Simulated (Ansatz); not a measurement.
# TiBr2 (P-3m1): Hubbard U and Hund's J by constrained RPA

How strongly is the local Coulomb interaction screened in TiBr2 (P-3m1)?

Method: non-magnetic LDA, then constrained RPA, plane waves, PAW, in Ansatz 0.2.0.

The database entry behind the starting cell has ideal inner coordinates that were not refined, so it need not match the best structure at ambient conditions.

## 1. The structure

The structure is trigonal, space group P-3m1 (No. 164). Conventional cell: a = 3.629 Å, b = 3.629 Å, c = 6.492 Å, α = 90.00°, β = 90.00°, γ = 120.00°. Nearest to Ti lie 6 Br at 2.65 Å. Br has 3 Ti at 2.65 Å nearest. Farther neighbours and most contacts between anions are not listed.

The cell and positions come from the Crystallography Open Database and are kept as given unless a step says otherwise. The default PAW set here is soft_2. Its files were made with PBE.

## 2. LDA bands and orbital weights

This step: DFT, LDA, plane waves, PAW.

The input, input.yaml:

```yaml
crystal:
  lattice:
    - [2.56609051, 0.0, -2.56609051]
    - [-2.56609051, 2.56609051, 0.0]
    - [3.74815795, 3.74815795, 3.74815795]
  atoms:
    - { symbol: Ti, position: [0.0, 0.0, 0.0] }
    - { symbol: Br, position: [0.3333333333, 0.6666666667, 0.25] }
    - { symbol: Br, position: [0.6666666667, 0.3333333333, 0.75] }
kpoints:
  mp_grid: { grid: [12, 12, 4] }
  band_path:
    path:
      - [[0.0, 0.0, 0.0], [0.5, 0.0, 0.0], [0.33333333, 0.33333333, 0.0], [0.0, 0.0, 0.0], [0.0, 0.0, 0.5], [0.5, 0.0, 0.5], [0.33333333, 0.33333333, 0.5], [0.0, 0.0, 0.5]]
      - [[0.5, 0.0, 0.5], [0.5, 0.0, 0.0]]
      - [[0.33333333, 0.33333333, 0.5], [0.33333333, 0.33333333, 0.0]]
    npoints: 10
hamiltonian:
  xc: lda
scf:
  occupations: { method: gaussian, width: 0.08 }
  n_extra_bands: 19
  max_iter: 150
output:
  eigenvalues: true
  forces: true
  stress: true
  fatbands: true
  write_density: true
  write_potential: true
  elf: true
  volumetric_format: npy
```

Started as:

```
ansatz run input.yaml --threads 4 --pin off --max-ram 9216MiB --backend cpu --events-out ev --progress --plain --runs-dir out
```

Numbers of over 12 decimals in the logs are rounded to 6 here.

The program printed:

```text
scf.n_extra_bands = 19 over 13 filled bands (N_el = 26.0): the run solves 32 bands
Engine: ansatz 0.2.0, aarch64-unknown-linux-gnu
Pseudopotentials: kind: paw
Pseudopotential: Ti, paw, valence charge 12, recommended cutoff 420 eV (normal), Ti.paw.azcp
Pseudopotential: Br, paw, valence charge 7, recommended cutoff 420 eV (normal), Br.paw.azcp
Functional definition: SPW92
  exchange = slater_x
  correlation = pw_c
Crystal: 3 atoms, lattice volume = 74.043 Å³
Basis set: ecut = 420 eV, 1449 PW (Γ)
Bands: 32, of which v1, the nominal top of the filled ones, is band 13 counted from 1 (12 counted from 0)
Symmetry: 12 space group operations
Space group: P-3m1 (ITA 164), of the structure as read, at distance tolerance 4.2e-5 Å
k-points: 69 of 576
Non-local potential: Ti, projectors of the file, l = 0: 3, l = 1: 2, l = 2: 3, l = 3: 1
Non-local potential: Br, projectors of the file, l = 0: 2, l = 1: 2, l = 2: 2
PAW form: soft (Blöchl's): semilocal exchange-correlation on the pseudo side does not see the compensation charge
PAW frozen core: Ti, regenerated for the run's functional, and the local potential with it (the file was generated under x = pbe(κ = 0.804, μ = 0.219515), c = pbe(β = 0.066725))
PAW frozen core: Br, regenerated for the run's functional, and the local potential with it (the file was generated under x = pbe(κ = 0.804, μ = 0.219515), c = pbe(β = 0.066725))
PAW one-centre angular grid: Ti, 590 points (default); XC on 64 Gauss nodes
PAW one-centre angular grid: Br, 110 points (default); XC on 64 Gauss nodes
Initial density: superposition of atomic densities (neutral atoms: chi_scale 0, normalization atom), corrected by the library's trained network
Initial wavefunctions: pseudopotential atomic-orbital guess
Functional: x = slater, c = lda
SCF iter   1: F=—  HF=-7841.178976 eV  |F-HF|=—  |Δ(HF+E_count)|=         —  Δρ=4.64e-3  dr2=1.75e-2  ethr=1.77e-3  ⟨swp⟩=6.3  Hψ=11122  notcnv=0  defer=415
preconditioner: auto → LDOS  [metal: Δε(μ)=0.002 eV  Ē_g=15.498 eV  σ=0.080 eV  W_gap=0.02  n_scr=22 (ndim 8)  ℏωp=18.3 eV  f_vac=0.027  D(μ)=3.47/eV (n_scr^D=36)  β→1.0]
SCF iter   2: F=—  HF=-7841.176715 eV  |F-HF|=—  |Δ(HF+E_count)|=   2.26e-3  Δρ=1.76e-3  dr2=2.73e-3  ethr=6.73e-5  ⟨swp⟩=2.5  Hψ=3481  notcnv=0  defer=567
SCF iter   3: F=—  HF=-7841.175918 eV  |F-HF|=—  |Δ(HF+E_count)|=   7.97e-4  Δρ=6.26e-4  dr2=7.23e-4  ethr=1.05e-5  ⟨swp⟩=2.0  Hψ=2393  notcnv=0  defer=567
SCF iter   4: F=—  HF=-7841.175757 eV  |F-HF|=—  |Δ(HF+E_count)|=   1.61e-4  Δρ=2.25e-4  dr2=7.71e-5  ethr=2.78e-6  ⟨swp⟩=2.0  Hψ=1659  notcnv=0  defer=567
SCF iter   5: F=—  HF=-7841.175744 eV  |F-HF|=—  |Δ(HF+E_count)|=   1.31e-5  Δρ=1.42e-4  dr2=1.74e-5  ethr=2.96e-7  ⟨swp⟩=2.2  Hψ=2183  notcnv=0  defer=567
SCF iter   6: F=—  HF=-7841.175741 eV  |F-HF|=—  |Δ(HF+E_count)|=   3.58e-6  Δρ=3.45e-5  dr2=1.55e-6  ethr=6.69e-8  ⟨swp⟩=1.8  Hψ=1340  notcnv=0  defer=567
SCF iter   7: F=-7841.175740 eV  HF=-7841.175740 eV  |F-HF|=3.32e-10  |Δ(HF+E_count)|=   2.20e-7  Δρ=8.09e-6  dr2=2.24e-8  ethr=3.85e-10  ⟨swp⟩=14.8  Hψ=16826  notcnv=0
SCF 1 converged in 7 iterations: F = -7841.175740 eV  dr2 = 2.24e-8
  greatest PAW one-centre occupation: 0.999 electrons in one spin orbital (limit 2), on the Ti atom at site 0 (counted from 0), in its partial waves of l = 0
NSCF: frozen V_eff on 93 k-points
SCF converged after 7 iterations
Free energy (F): -7841.175740 eV
Harris-Foulkes:  -7841.175740 eV  (|F-HF|=3.32e-10)
Internal energy: -7841.164452 eV  (E = F + TS)
E sigma→0 (E₀):  -7841.170096 eV
Entropy (-TS):   -0.011288 eV (-3.763 meV/atom)
Fermi energy:    7.711824 eV
--- Per-component energies (eV) ---
  E_band       = -246.311220
  E_kinetic    = 538.758901
  E_local      = -1886.025783  (includes V_loc(G=0)·N_el)
  E_nonlocal   = 157.803510
  E_hartree    = 735.255444
  E_xc         = -618.305279
  E_vxc        = -330.395620  (∫ρ·V_xc dr)
  E_paw        = -5321.318690  (= ΣΔE_a)
  E_vpaw       = -196.964168  (= ΣTr[D̂ρ^β])
  E_aug_tail   = 0.000107  (compensation charges beyond the density's cutoff)
  E_ewald      = -1448.071636
  E_core_change = 0.738973  (= ΣΔE_core)
  E_smearing   = -0.011288  (= −TS)
  E_closure    = 0.000000  (closes the sum)
  Σ components = -7841.175740   (vs F -7841.175740, Δ=0.00e0)
--- Forces (eV/Å), atoms counted from 1 ---
  atom   1  Ti     0.00000000    -0.00000000    -0.00000000
  atom   2  Br    -0.29232979    -0.29232979    -0.29232979
  atom   3  Br     0.29232979     0.29232979     0.29232979
  max |Σ_I F_I| component: 0.00e0 eV/Å
--- Stress (GPa, compression-positive) ---
       -6.240862       0.934137       0.934137
        0.934137      -6.240862       0.934137
        0.934137       0.934137      -6.240862
  P = ⅓ Tr σ = -6.2409 GPa (-62.409 kbar)
--- Band table (eV; the first three rows and the last of 69) ---
  k-point 0: bands = [... 9 lower, 4.0343, 4.5888, 4.5888, 7.4837, 7.6338, 7.6338, 8.9987, 8.9987, ... 15 higher]
  k-point 1: bands = [... 9 lower, 3.4270, 4.5417, 4.5417, 7.6289, 7.6289, 7.6292, 9.0563, 9.0563, ... 15 higher]
  k-point 2: bands = [... 9 lower, 3.4548, 4.4930, 4.4930, 7.6240, 7.6240, 7.7052, 9.1145, 9.1145, ... 15 higher]
  k-point 68: bands = [... 9 lower, 2.2506, 2.9900, 2.9900, 8.0604, 8.0604, 8.2347, 9.4879, 9.4879, ... 15 higher]
```

The job ended after 4.2 s (4 threads of Arm Neoverse V1, shared host; peak memory 0.44 GiB; 16 s of CPU time).

Numbers from this step:

| Quantity | Value |
| --- | --- |
| pressure | -6.241 GPa |

Electronic bands along the path, in eV, zero at the Fermi level:

```
    point  band 10  band 11  band 12  band 13  band 14  band 15  band 16  band 17
        Γ    -3.68    -3.12    -3.12    -0.23    -0.08    -0.08     1.29     1.29
  halfway    -4.39    -4.01    -3.77    -0.53     0.37     0.44     1.39     1.44
        M    -5.02    -4.50    -4.23    -0.90     0.83     1.05     1.70     1.83
  halfway    -5.03    -4.98    -4.76    -0.31     0.73     0.90     1.37     1.73
        K    -5.11    -5.03    -5.03     0.51     0.53     0.53     1.40     1.40
  halfway    -4.61    -4.35    -3.93    -0.15     0.02     0.73     1.12     1.71
        Γ    -3.68    -3.12    -3.12    -0.23    -0.08    -0.08     1.29     1.29
  halfway    -4.28    -3.17    -3.17    -0.08    -0.08    -0.08     1.34     1.34
        A    -4.26    -3.22    -3.22    -0.09    -0.09    -0.01     1.40     1.40
  halfway    -4.40    -4.39    -3.76    -0.53     0.46     0.52     1.10     1.39
        L    -4.65    -4.45    -4.04    -0.96     0.83     1.03     1.52     2.04
  halfway    -5.01    -4.69    -4.56    -0.45     0.70     0.87     1.44     2.05
        H    -5.46    -4.72    -4.72     0.35     0.35     0.52     1.78     1.78
  halfway    -4.51    -4.43    -4.24    -0.13    -0.04     0.83     1.25     1.27
        A    -4.26    -3.22    -3.22    -0.09    -0.09    -0.01     1.40     1.40
jump to L    -4.65    -4.45    -4.04    -0.96     0.83     1.03     1.52     2.04
  halfway    -4.68    -4.59    -4.12    -0.93     0.83     1.04     1.60     1.95
        M    -5.02    -4.50    -4.23    -0.90     0.83     1.05     1.70     1.83
jump to H    -5.46    -4.72    -4.72     0.35     0.35     0.52     1.78     1.78
  halfway    -5.26    -4.86    -4.86     0.43     0.43     0.52     1.59     1.59
        K    -5.11    -5.03    -5.03     0.51     0.53     0.53     1.40     1.40
```

Of the projections kept (Ti 3d, Br 4p), the largest for each band there; the rest of the weight can lie on other orbitals:

```
point     band 10     band 11     band 12     band 13     band 14     band 15     band 16     band 17
    Γ  Br 4p 0.99  Br 4p 0.99  Br 4p 0.99  Ti 3d 0.86  Ti 3d 0.97  Ti 3d 0.97  Ti 3d 0.73  Ti 3d 0.73
    M  Br 4p 0.77  Br 4p 0.77  Br 4p 0.98  Ti 3d 0.88  Ti 3d 1.00  Ti 3d 0.93  Ti 3d 0.76  Ti 3d 0.70
    K  Br 4p 0.98  Br 4p 0.87  Br 4p 0.87  Ti 3d 0.94  Ti 3d 0.89  Ti 3d 0.89  Ti 3d 0.78  Ti 3d 0.78
    Γ  Br 4p 0.99  Br 4p 0.99  Br 4p 0.99  Ti 3d 0.86  Ti 3d 0.97  Ti 3d 0.97  Ti 3d 0.73  Ti 3d 0.73
    A  Br 4p 0.73  Br 4p 0.99  Br 4p 0.99  Ti 3d 0.97  Ti 3d 0.97  Ti 3d 0.87  Ti 3d 0.72  Ti 3d 0.72
    L  Br 4p 0.79  Br 4p 0.97  Br 4p 0.98  Ti 3d 0.90  Ti 3d 1.00  Ti 3d 0.94  Ti 3d 0.77  Ti 3d 0.74
```

Electrostatic potential energy in the ac plane at fractional y = 0.000, with atoms of Ti within 0.2 Å of it. With pseudopotentials it is smooth inside the atoms' cores, unlike the true potential.

Ten even steps from '0' (-31 eV) to '9' (12 eV), each cell a mean:
```
00147899986300
01257899987420
33578899988753
77888888888877
88898888889988
99999888889999
99999888889999
99999988899999
99999999999999
99999999999999
99999999999999
99999999999999
99999999999999
99999999999999
99999999999999
99999988899999
99999888889999
99999888889999
89998888889999
77888888888887
45688888888764
11368899987521
00147899987300
00037899986200
```
Columns run along a (3.6 Å; values clipped at the 3rd and 97th percentile), rows up along c (6.5 Å). Atoms in or near the plane, at fractional coordinates: Ti at (0.00, 0.00).

ELF in the ac plane at fractional y = 0.000, with atoms of Ti within 0.2 Å of it. It is the smooth field of the valence electrons, not physical close to the nuclei.

Values, 24 rows by 14 columns, each cell a mean:
```
0.22 0.45 0.61 0.35 0.12 0.12 0.20 0.22 0.18 0.11 0.14 0.46 0.60 0.38
0.60 0.61 0.48 0.19 0.11 0.21 0.33 0.36 0.30 0.17 0.11 0.27 0.53 0.61
0.52 0.42 0.23 0.12 0.21 0.40 0.54 0.56 0.51 0.35 0.18 0.13 0.27 0.45
0.18 0.14 0.12 0.22 0.43 0.62 0.70 0.71 0.68 0.58 0.38 0.17 0.12 0.15
0.10 0.11 0.17 0.36 0.58 0.71 0.76 0.77 0.76 0.69 0.53 0.28 0.15 0.11
0.09 0.12 0.20 0.42 0.63 0.75 0.79 0.80 0.79 0.72 0.59 0.34 0.17 0.11
0.07 0.09 0.18 0.40 0.61 0.73 0.79 0.80 0.78 0.71 0.57 0.32 0.15 0.09
0.05 0.06 0.13 0.33 0.55 0.69 0.76 0.77 0.74 0.66 0.50 0.25 0.11 0.06
0.02 0.03 0.08 0.21 0.40 0.56 0.65 0.67 0.63 0.53 0.36 0.16 0.06 0.03
0.01 0.02 0.04 0.11 0.22 0.34 0.42 0.44 0.40 0.31 0.19 0.08 0.03 0.02
0.01 0.01 0.02 0.04 0.06 0.10 0.13 0.13 0.12 0.09 0.06 0.03 0.01 0.01
0.00 0.01 0.01 0.01 0.02 0.03 0.03 0.03 0.03 0.02 0.02 0.01 0.01 0.00
0.01 0.01 0.01 0.02 0.04 0.06 0.07 0.07 0.07 0.05 0.04 0.02 0.01 0.01
0.01 0.02 0.03 0.08 0.17 0.26 0.33 0.35 0.32 0.24 0.15 0.06 0.03 0.01
0.02 0.03 0.07 0.19 0.36 0.52 0.61 0.63 0.60 0.49 0.32 0.14 0.05 0.03
0.04 0.05 0.11 0.29 0.50 0.66 0.73 0.75 0.72 0.63 0.46 0.22 0.09 0.05
0.07 0.09 0.17 0.39 0.60 0.73 0.78 0.79 0.77 0.70 0.56 0.30 0.14 0.08
0.09 0.11 0.20 0.42 0.62 0.75 0.80 0.80 0.78 0.72 0.59 0.34 0.17 0.10
0.10 0.12 0.18 0.39 0.60 0.73 0.78 0.79 0.77 0.71 0.56 0.31 0.16 0.11
0.15 0.13 0.13 0.25 0.47 0.65 0.72 0.73 0.70 0.61 0.42 0.19 0.12 0.13
0.41 0.32 0.17 0.13 0.27 0.48 0.60 0.62 0.57 0.43 0.23 0.12 0.20 0.35
0.63 0.59 0.42 0.16 0.12 0.25 0.38 0.41 0.35 0.21 0.11 0.22 0.47 0.61
0.33 0.50 0.59 0.31 0.11 0.13 0.22 0.24 0.19 0.11 0.13 0.42 0.60 0.46
0.05 0.31 0.62 0.42 0.14 0.11 0.16 0.18 0.14 0.10 0.17 0.53 0.58 0.21
```
Columns run along a (3.6 Å), rows up along c (6.5 Å). Atoms in or near the plane, at fractional coordinates: Ti at (0.00, 0.00).

## 3. Constrained RPA: Ti t2g, bands v1 to c2, 6×6×4 mesh, medium accuracy

Constrained RPA screens the interaction with every transition except those inside the target bands, which a later many-body model would treat itself.

This step: constrained RPA on LDA, plane waves, PAW.

input.yaml, the sections that differ from step 2:

```yaml
kpoints:
  mp_grid: { grid: [12, 12, 4] }
output:
  crpa:
    kmesh: [6, 6, 4]
    target_bands: [v1, c2]
    projections: [{ species: Ti, l: d, shell: 3, orbitals: [dxz, dyz, dxy] }]
  local_orbitals:
    kmesh: [6, 6, 4]
    orbitals: [{ species: Ti, l: d, shell: 3, orbitals: [dxz, dyz, dxy] }]
    window: { bands: [v1, c2] }
    seedname: lo
# crystal, hamiltonian, scf: as in step 2
```

The program printed:

```text
[...]
Crystal: 3 atoms, lattice volume = 74.043 Å³
Basis set: ecut = 420 eV, 1449 PW (Γ)
Bands: 32, of which v1, the nominal top of the filled ones, is band 13 counted from 1 (12 counted from 0)
Symmetry: 12 space group operations
[...]
k-points: 69 of 576
[...]
SCF iter   1: F=—  HF=-7841.178976 eV  |F-HF|=—  |Δ(HF+E_count)|=         —  Δρ=4.64e-3  dr2=1.75e-2  ethr=1.77e-3  ⟨swp⟩=6.3  Hψ=11122  notcnv=0  defer=415
[...]
SCF iter   7: F=-7841.175740 eV  HF=-7841.175740 eV  |F-HF|=2.81e-10  |Δ(HF+E_count)|=   2.20e-7  Δρ=8.08e-6  dr2=2.24e-8  ethr=3.85e-10  ⟨swp⟩=8.3  Hψ=11670  notcnv=0
SCF 1 converged in 7 iterations: F = -7841.175740 eV  dr2 = 2.24e-8
[...]
NSCF: frozen V_eff on 27 k-points
[...]
cRPA screening: q 1/144
cRPA screening: q 2/144
cRPA screening: q 4/144 (q-point 3)
cRPA screening: q 5/144
cRPA screening: q 11/144 (q-point 6)
cRPA screening: q 17/144 (q-point 7)
cRPA screening: q 23/144 (q-point 8)
cRPA screening: q 29/144 (q-point 9)
cRPA screening: q 35/144 (q-point 10)
cRPA screening: q 41/144 (q-point 11)
cRPA screening: q 47/144 (q-point 12)
cRPA screening: q 53/144 (q-point 13)
cRPA screening: q 56/144 (q-point 14)
cRPA screening: q 62/144 (q-point 15)
cRPA screening: q 65/144 (q-point 29)
cRPA screening: q 71/144 (q-point 30)
cRPA screening: q 83/144 (q-point 31)
cRPA screening: q 89/144 (q-point 33)
cRPA screening: q 101/144 (q-point 34)
cRPA screening: q 113/144 (q-point 35)
cRPA screening: q 125/144 (q-point 36)
cRPA screening: q 137/144 (q-point 57)
cRPA screening: q 139/144 (q-point 58)
cRPA screening: q 143/144 (q-point 59)
SCF converged after 7 iterations
Free energy (F): -7841.175740 eV
[...]
Internal energy: -7841.164452 eV  (E = F + TS)
E sigma→0 (E₀):  -7841.170096 eV
Entropy (-TS):   -0.011288 eV (-3.763 meV/atom)
Fermi energy:    7.711824 eV
[...]
--- Band table (eV; the first three rows and the last of 69) ---
  k-point 0: bands = [... 9 lower, 4.0343, 4.5888, 4.5888, 7.4837, 7.6338, 7.6338, 8.9987, 8.9987, ... 15 higher]
  k-point 1: bands = [... 9 lower, 3.4270, 4.5417, 4.5417, 7.6289, 7.6289, 7.6292, 9.0563, 9.0563, ... 15 higher]
  k-point 2: bands = [... 9 lower, 3.4548, 4.4930, 4.4930, 7.6240, 7.6240, 7.7052, 9.1145, 9.1145, ... 15 higher]
  k-point 68: bands = [... 9 lower, 2.2506, 2.9900, 2.9900, 8.0604, 8.0604, 8.2347, 9.4879, 9.4879, ... 15 higher]
--- cRPA (band scheme, projected local orbitals): target bands 13..15 (1-based), 3 Wannier function(s), 6×6×4 mesh, 30 bands' worth read of 35 solved, ecut_chi 136.0 eV, v(q+G=0) probe_charge, pair densities all_electron ---
  bands read: the sum over 30 bands ends inside a degenerate multiplet in 5 slots, whose members it reads at an even weight; the widest, k=1: bands 30 to 31 (counted from 1) at 1/2 each
  χ-basis size per q: N_G = 252..276
  window electrons = 2.0000, filled by tetrahedron_uncorrected; constrained ε̄⁻¹(q = 0, 0) head = 0.224949; min gauge Gram eig = 0.7520
  Kanamori averages over each shell's own Wannier functions (sites counted from 0, functions from 1):
    Site 0, 3D, 3 of 5 d orbitals (Wannier functions 1, 2, 3; wannier90's mr 2, 3, 5):
      screened: U = 3.3066 eV, U' = 2.5593 eV, J = 0.3577 eV
      screened, to within: U = 7.2e-3 eV, U' = 7.2e-3 eV, J = 6.9e-4 eV
      bare: V = 13.9082 eV, V' = 12.9173 eV, J = 0.4825 eV
  Hermiticity witness max|P − P†| over intra, direct and exchange elements: 5.33e-15 eV (screened), 4.98e-25 eV (bare)
  Reality witness max|Im| over intra, direct and exchange elements: 1.97e-19 eV (screened), 5.40e-19 eV (bare)
```

Elapsed: 2.9 min, on 4 threads; peak memory 0.59 GiB; 11 min of CPU time.

This step gave:

```yaml
u: 3.307 eV
u_prime_inter_orbital: 2.559 eV
j: 0.3577 eV
bare_v: 13.91 eV
bare_j: 0.4825 eV
stated_bound_on_u: 0.007115 eV
u_over_bare_v: 0.2377
electrons_in_the_window: 2.000
head_of_the_constrained_inverse_dielectric_matrix: 0.2249
least_eigenvalue_of_the_projection_s_overlap: 0.7520
target_functions: 3
bands_in_the_sums: 30
r_m_s_miss_of_the_model_bands: 0.006249 eV
width_of_the_target_bands: 2.005 eV
weight_of_the_projected_orbitals_in_the_window: 0.9181
```

On the Ti t2g shell, screening brings the on-site interaction from 13.9 eV down to U = 3.31 eV.

Kanamori averages over each shell's functions. Crpa shells, by row:

```
site  element  shell  orbitals  U (eV)  U' (eV)  J (eV)  bare V (eV)  bare V' (eV)  bare J (eV)  bound on U (eV)
   1       Ti     3D         3   3.307    2.559  0.3577        13.91         12.92       0.4825         0.007115
```

Density-density elements U_iijj, eV. U matrix, by row:

```
orbital  Ti1 dxz  Ti1 dyz  Ti1 dxy
Ti1 dxz    3.307    2.559    2.559
Ti1 dyz    2.559    3.307    2.559
Ti1 dxy    2.559    2.559    3.307
```

Exchange elements U_ijji, eV. J matrix, by row:

```
orbital  Ti1 dxz  Ti1 dyz  Ti1 dxy
Ti1 dxz        -    0.358    0.358
Ti1 dyz    0.358        -    0.358
Ti1 dxy    0.358    0.358        -
```

Projected local orbitals of the target window. Electronic bands along the path, in eV, zero at the Fermi level; # counts the bands kept:

```
    point     #1     #2     #3
        Γ  -0.23  -0.08  -0.08
  halfway  -0.52   0.37   0.45
        M  -0.90   0.83   1.05
  halfway  -0.30   0.71   0.90
        K   0.51   0.53   0.53
  halfway  -0.15   0.02   0.73
        Γ  -0.23  -0.08  -0.08
  halfway  -0.08  -0.08  -0.08
        A  -0.09  -0.09  -0.01
  halfway  -0.53   0.46   0.54
        L  -0.96   0.83   1.03
  halfway  -0.44   0.68   0.87
        H   0.35   0.35   0.52
  halfway  -0.13  -0.04   0.83
        A  -0.09  -0.09  -0.01
jump to L  -0.96   0.83   1.03
  halfway  -0.93   0.83   1.04
        M  -0.90   0.83   1.05
jump to H   0.35   0.35   0.52
  halfway   0.43   0.43   0.52
        K   0.51   0.53   0.53
```

The same for Kohn-Sham, solved directly:

```
point     #1     #2     #3
    Γ  -0.23  -0.08  -0.08
    M  -0.90   0.83   1.05
    K   0.51   0.53   0.53
    Γ  -0.23  -0.08  -0.08
    A  -0.09  -0.09  -0.01
    L  -0.96   0.83   1.03
    H   0.35   0.35   0.52
    A  -0.09  -0.09  -0.01
    L  -0.96   0.83   1.03
    M  -0.90   0.83   1.05
    H   0.35   0.35   0.52
    K   0.51   0.53   0.53
```

The first set of electronic bands as a text plot (rows in eV):

```
    1.0 |       ***                       ***     *      ****
    0.9 |      *   *   ***                       * *
    0.8 |       **                       *** *      *    ****
    0.8 |     **  * * *   *             **  * *
    0.7 |     *    **                   *    *  *    *
    0.6 |    *       *                 *      **
    0.5 |                  *                          *      ****
    0.4 |            **               *        *              **
    0.3 |   *         **    *        **                      *
    0.3 |                                      **      *
    0.2 |  **          **           **          **
    0.1 |  *        *    *   *                   **     *
    0.0 | *             * *   *   ***             ***
   -0.1 |**              * *********          *    * ****
   -0.2 |                 ****      *               **
   -0.2 |**                   **     *
   -0.3 |  *       *
   -0.4 |   *                         *      *
   -0.5 |
   -0.6 |
   -0.7 |    *    *                    *
   -0.7 |     *                         *   *
   -0.8 |      * *
   -0.9 |       *                        ***             ****
         Γ       M   K         Γ   A       L   H        A|L M|H K
```

Onsite levels, by row:

```
orbital  level less Fermi level (eV)
Ti1 dxz                       0.2515
Ti1 dyz                       0.2515
Ti1 dxy                       0.2515
```

Largest distinct elements between sites. Hoppings, by row:

```
   from       to      cell  distance (Å)   t (eV)
Ti1 dxy  Ti1 dxy    0 -1 0         3.629  -0.3527
Ti1 dyz  Ti1 dyz    -1 0 0         3.629   0.0944
Ti1 dyz  Ti1 dyz     2 2 0         7.258  -0.0202
Ti1 dyz  Ti1 dyz     0 1 1         7.437  -0.0173
Ti1 dxy  Ti1 dxz    0 0 -1         6.492  -0.0146
Ti1 dxz  Ti1 dxy    0 -1 0         3.629  -0.0106
Ti1 dxy  Ti1 dxy    0 -3 0         10.89  -0.0104
Ti1 dxz  Ti1 dxz     2 1 0         6.286   0.0098
Ti1 dxy  Ti1 dyz  -1 -1 -1         7.437  -0.0098
Ti1 dxy  Ti1 dyz    -1 0 0         3.629    0.008
Ti1 dxy  Ti1 dyz     2 0 0         7.258  -0.0069
Ti1 dyz  Ti1 dyz     1 2 1         9.036   0.0069
```

(Continued in part 2 of 2.)

[Paths, hosts, dates, memory and timing lines, banners, echoed tables and standing remarks are left out of the program output.]

[Logs are printed without paths, hosts, clocks, repeated set-up lines and the standing remarks that a program may print on its own settings, such as how far it seeks lower states.]

[Runs of the session that timed out or met a known fault of the program may be left out.]

[Hosts, paths, dates, database ids (printed as entryN), source tags and the programs' standing remarks are cut or masked in the printed files.]
